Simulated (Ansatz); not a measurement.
# linear Ta chain under tension and compression, part 3 of 3

Aim: how do moment and conductance of the linear Ta chain follow its length?

Ansatz 0.2.0; DFT PBE, plane waves, PAW; relaxation of a chain's period (the session's first sound run).

So far, conductance of the lead as this run defines it (G₀): step 3 (At a set period, period over the relaxed period 0.88 …) 6.00; step 8 (period over the relaxed period 1.08, k-mesh 1×1×31) 5.00; step 9 (period over the relaxed period 1.13, k-mesh 1×1×30) 5.00; step 10 (period over the relaxed period 1.2, k-mesh 1×1×28) 4.02; step 11 (period over the relaxed period 1.3, k-mesh 1×1×26) 3.00.

### 12. The series together

Times are for 4 threads of Arm Neoverse V2, shared host. The series side by side:

| no. | period over the relaxed period | conductance of the lead as this run defines it (G₀) | absolute moment (μB) | energy at zero smearing less the lowest (eV) | time | memory (GiB) |
| --- | --- | --- | --- | --- | --- | --- |
| 1 | 0.88 | 6.000 | 0 | 0.7085 | 26 s | 0.47 |
| 2 | 0.92 | 6.000 | 0 | 0.2571 | 24 s | 0.46 |
| 3 | 0.96 | 6.000 | 0 | 0.04477 | 23 s | 0.45 |
| 4 | 1 | 5.175 | 0.9123 | 0 | 22 s | 0.45 |
| 5 | 1.04 | 5.000 | 1.136 | 0.05643 | 29 s | 0.51 |
| 6 | 1.08 | 5.000 | 1.198 | 0.1998 | 30 s | 0.5 |
| 7 | 1.13 | 5.000 | 1.403 | 0.4516 | 29 s | 0.49 |
| 8 | 1.2 | 4.015 | 2.390 | 0.8201 | 20 s | 0.42 |
| 9 | 1.3 | 2.995 | 3.693 | 1.142 | 19 s | 0.42 |

### 13. A varied input: accuracy = "high"

This step: DFT PBE, plane waves, PAW; channels and complex bands of a perfect chain; changed: accuracy = "high" (Ansatz 0.2.0).

The atoms of the run at the relaxed period are kept and the input is varied, to see whether the result depends on it.

input.yaml reads:

```yaml
crystal:
  lattice:
    - [7.5, 0.0, 0.0]
    - [0.0, 7.5, 0.0]
    - [0.0, 0.0, 2.4236265833]
  atoms:
    - { symbol: Ta, position: [0.5, 0.5, 0.0], spin: 0.49 }
magnetization:
  spin_polarized: true
kpoints:
  mp_grid: { grid: [1, 1, 34] }
scf:
  occupations: { method: fermi_dirac, width: 0.05 }
hamiltonian:
  xc: pbe
output:
  transmission:
    e_range: [-2, 2]
    de: 0.035
    kmesh: [1, 1]
    reduced_basis: true
    leads: [[0, 0]]
  stress: true
accuracy: high
```

Launch:

```bash
> ansatz run input.yaml --threads 4 --pin off --max-ram 8192MiB --backend cpu --events-out ev --progress --plain --runs-dir out
```

Numbers of over 12 decimals in the logs are rounded to 6 here.

Log:

```text
[...]
Crystal: 1 atoms, lattice volume = 136.329 Å³
Basis set: ecut = 420 eV, 2633 PW (Γ)
Bands: 11, of which v1, the nominal top of the filled ones, is band 7 counted from 1 (6 counted from 0)
Symmetry: 16 space group operations
[...]
k-points: 18 of 34
[...]
Starting moments: Σ|m| = 0.49 μB on 1 of 1 site
[...]
SCF iter   1: F=—  HF=-9926.858393 eV  |F-HF|=—  |Δ(HF+E_count)|=         —  Δρ=1.64e-2 (↑1.30e-2 ↓1.64e-2)  dr2=1.80e0  dr2_m=4.85e-3  M=0.537 μB ∫|m|=0.537 μB  β_m=0.30  ethr=3.10e-3  ⟨swp⟩=6.1  Hψ=2549  notcnv=0
[...]
SCF iter  13: F=-9927.136765 eV  HF=-9927.136765 eV  |F-HF|=0.00e0  |Δ(HF+E_count)|=  2.16e-10  Δρ=3.84e-8 (↑3.84e-8 ↓2.77e-8)  dr2=1.86e-12  dr2_m=9.80e-13  M=0.911 μB ∫|m|=0.912 μB  ethr=1.00e-12  ⟨swp⟩=2.6  Hψ=1492  notcnv=0
SCF 1 converged in 13 iterations: F = -9927.136765 eV  dr2 = 1.86e-12
  Residual-converged pass: ⟨swp⟩=4.6  Hψ=1185  notcnv=0  max |occ|·‖R‖ = 7.0e-9 eV (tolerance 1.0e-8 eV)  dr2=1.86e-12  dr2_m=9.78e-13  dr2_onsite=1.52e-13  max |Δocc| = 2.6e-12
[...]
transmission: 6 of 36 steps passed
transmission: 9 of 36 steps passed
[...]
transmission: 36 of 36 steps passed
SCF converged after 13 iterations
Magnetization: 0.9112 μB (6.9556 up, 6.0444 down)
Absolute magnetization: 0.9123 μB (∫|ρ↑−ρ↓|, with the PAW one-centre terms)
[...]
Per-site moments (μB) at R_I (Å): [(0.392070, 0.999746)]
Free energy (F): -9927.136765 eV
[...]
Internal energy: -9927.118863 eV  (E = F + TS)
E sigma→0 (E₀):  -9927.127814 eV
Entropy (-TS):   -0.017902 eV (-17.902 meV/atom)
Fermi energy:    -0.841126 eV
[...]
--- Stress (GPa, compression-positive) ---
       -0.299283       0.000000       0.000000
        0.000000      -0.299283       0.000000
        0.000000       0.000000      -0.257066
  P = ⅓ Tr σ = -0.2852 GPa (-2.852 kbar)
--- Band table (eV; the first three rows and the last of 36) ---
  k-point 0 ↑: bands = [... 3 lower, -33.6714, -5.2710, -2.7964, -1.4681, -1.4390, 0.5519, 0.5519, 2.7515]
  k-point 1 ↑: bands = [... 3 lower, -33.7017, -5.2025, -2.7642, -1.4531, -1.4243, 0.5409, 0.5409, 2.7727]
  k-point 2 ↑: bands = [... 3 lower, -33.7909, -5.0018, -2.6654, -1.4083, -1.3803, 0.5033, 0.5033, 2.8364]
  k-point 17 ↓: bands = [... 3 lower, -35.0665, -2.9323, -2.9323, 1.5395, 1.5569, 1.6034, 3.9243, 7.5854]
--- Transmission ---
  basis      : 497 plane waves across, 3 finite elements along
  points     : 1, standing for a mesh of 1 x 1
[...]
crystal 0  : Ta1, at the sites [0, 0], period 2.4236 Å: whole cells are its period
[...]
filled         : 15.8 meV under the level at which it is neutral
    channels       : 6.000000e0 up, 4.000000e0 down
[...]
```

The job ended after 24 s (4 threads of Arm Neoverse V2, shared host; peak memory 0.44 GiB).

Numbers from this step:

```
energy at zero smearing                                   : -9927.1278 eV
total moment                                              : 0.9112 μB
absolute moment                                           : 0.9123 μB
channels at the energy nearest the Fermi level, spin up   : 6
channels at the energy nearest the Fermi level, spin down : 4
conductance of the lead as this run defines it            : 5.175 G₀
```

Open channels of the lead against energy, zero at the Fermi level:

| energy (eV) | spin up | spin down |
| --- | --- | --- |
| -2.000 | 3 | 3 |
| -1.895 | 4 | 3 |
| -1.790 | 4 | 3 |
| -1.685 | 4 | 3 |
| -1.615 | 4 | 3 |
| -1.510 | 4 | 3 |
| -1.405 | 4 | 4 |
| -1.300 | 4 | 4 |
| -1.195 | 4 | 4 |
| -1.090 | 4 | 4 |
| -0.985 | 4 | 4 |
| -0.915 | 4 | 4 |
| -0.810 | 4 | 4 |
| -0.705 | 4 | 4 |
| -0.600 | 5 | 4 |
| -0.495 | 6 | 4 |
| -0.390 | 6 | 4 |
| -0.285 | 6 | 4 |
| -0.215 | 6 | 4 |
| -0.110 | 6 | 4 |
| -0.005 | 6 | 4 |
| 0.100 | 6 | 5 |
| 0.205 | 6 | 6 |
| 0.310 | 6 | 6 |
| 0.415 | 6 | 6 |
| 0.485 | 6 | 6 |
| 0.590 | 6 | 6 |
| 0.695 | 6 | 6 |
| 0.800 | 6 | 6 |
| 0.905 | 6 | 6 |
| 1.010 | 6 | 6 |
| 1.115 | 6 | 6 |
| 1.185 | 6 | 6 |
| 1.290 | 6 | 6 |
| 1.395 | 4 | 6 |
| 1.500 | 4 | 6 |
| 1.605 | 4 | 6 |
| 1.710 | 1 | 6 |
| 1.815 | 1 | 6 |
| 1.885 | 1 | 4 |

Site moment by atom:

| atom | site moment (μB) |
| --- | --- |
| Ta1 | 0.392 |

It took 24 s against 22 s for the run it varies, and the conductance is 5.17 G₀ against 5.17 G₀.

The total moment, absolute moment, channels at the energy nearest the Fermi level, spin up and channels at the energy nearest the Fermi level, spin down stay within 0.2 % plus 0.001 of the run it varies.

Against step 6 (now other accuracy preset), the conductance of the lead as this run defines it stays at 5.17 G₀ and the free energy stays within 0.05 meV an atom.

### 14. Outcome

```json
{
 "relaxed cell length": "2.424 Å",
 "conductance at period × 0.88": "6.00 G₀",
 "conductance at period × 1.0": "5.17 G₀",
 "conductance at period × 1.13": "5.00 G₀",
 "conductance at period × 1.3": "3.00 G₀",
 "absolute moment at period × 0.88": "0 μB",
 "absolute moment at period × 1.0": "0.912 μB",
 "absolute moment at period × 1.3": "3.69 μB"
}
```

In words: In these runs no moment survives at the shortest period, and one is present from a factor of 1.0 on: longer bonds narrow the bands, which favours exchange splitting. The conductance goes from 6.00 G₀ at the shortest period to 3.00 G₀ at the longest, while the magnetic state changes too. The relaxation ended on 1.14 μB and the later run at its final period on 0.91 μB; the two differ in mesh and start, so the moment is sensitive to these here. Transport is coherent and elastic here: the atoms are frozen, so scattering by vibrations plays no part. Spin-orbit coupling is left out, which matters for the bands of heavy atoms. No search over magnetic orders was made; another may lie lower. For the perfect chain only parallel moments were started; its antiparallel and spiral orders were not tested. Conductances of a perfect chain off the multiples of half a G0 come from band edges within the thermal window; the square box also splits pairs of bands that an isolated chain keeps degenerate, which moves such edges. The lead's cell of one atom keeps the chain straight and evenly spaced; a zigzag or dimerised form may lie lower.

[Logs are printed without paths, hosts, clocks, repeated set-up lines and the standing remarks that a program may print on its own settings, such as how far it seeks lower states.]

[Hosts, paths, dates, database ids (printed as entryN), source tags and the programs' standing remarks are cut or masked in the printed files.]
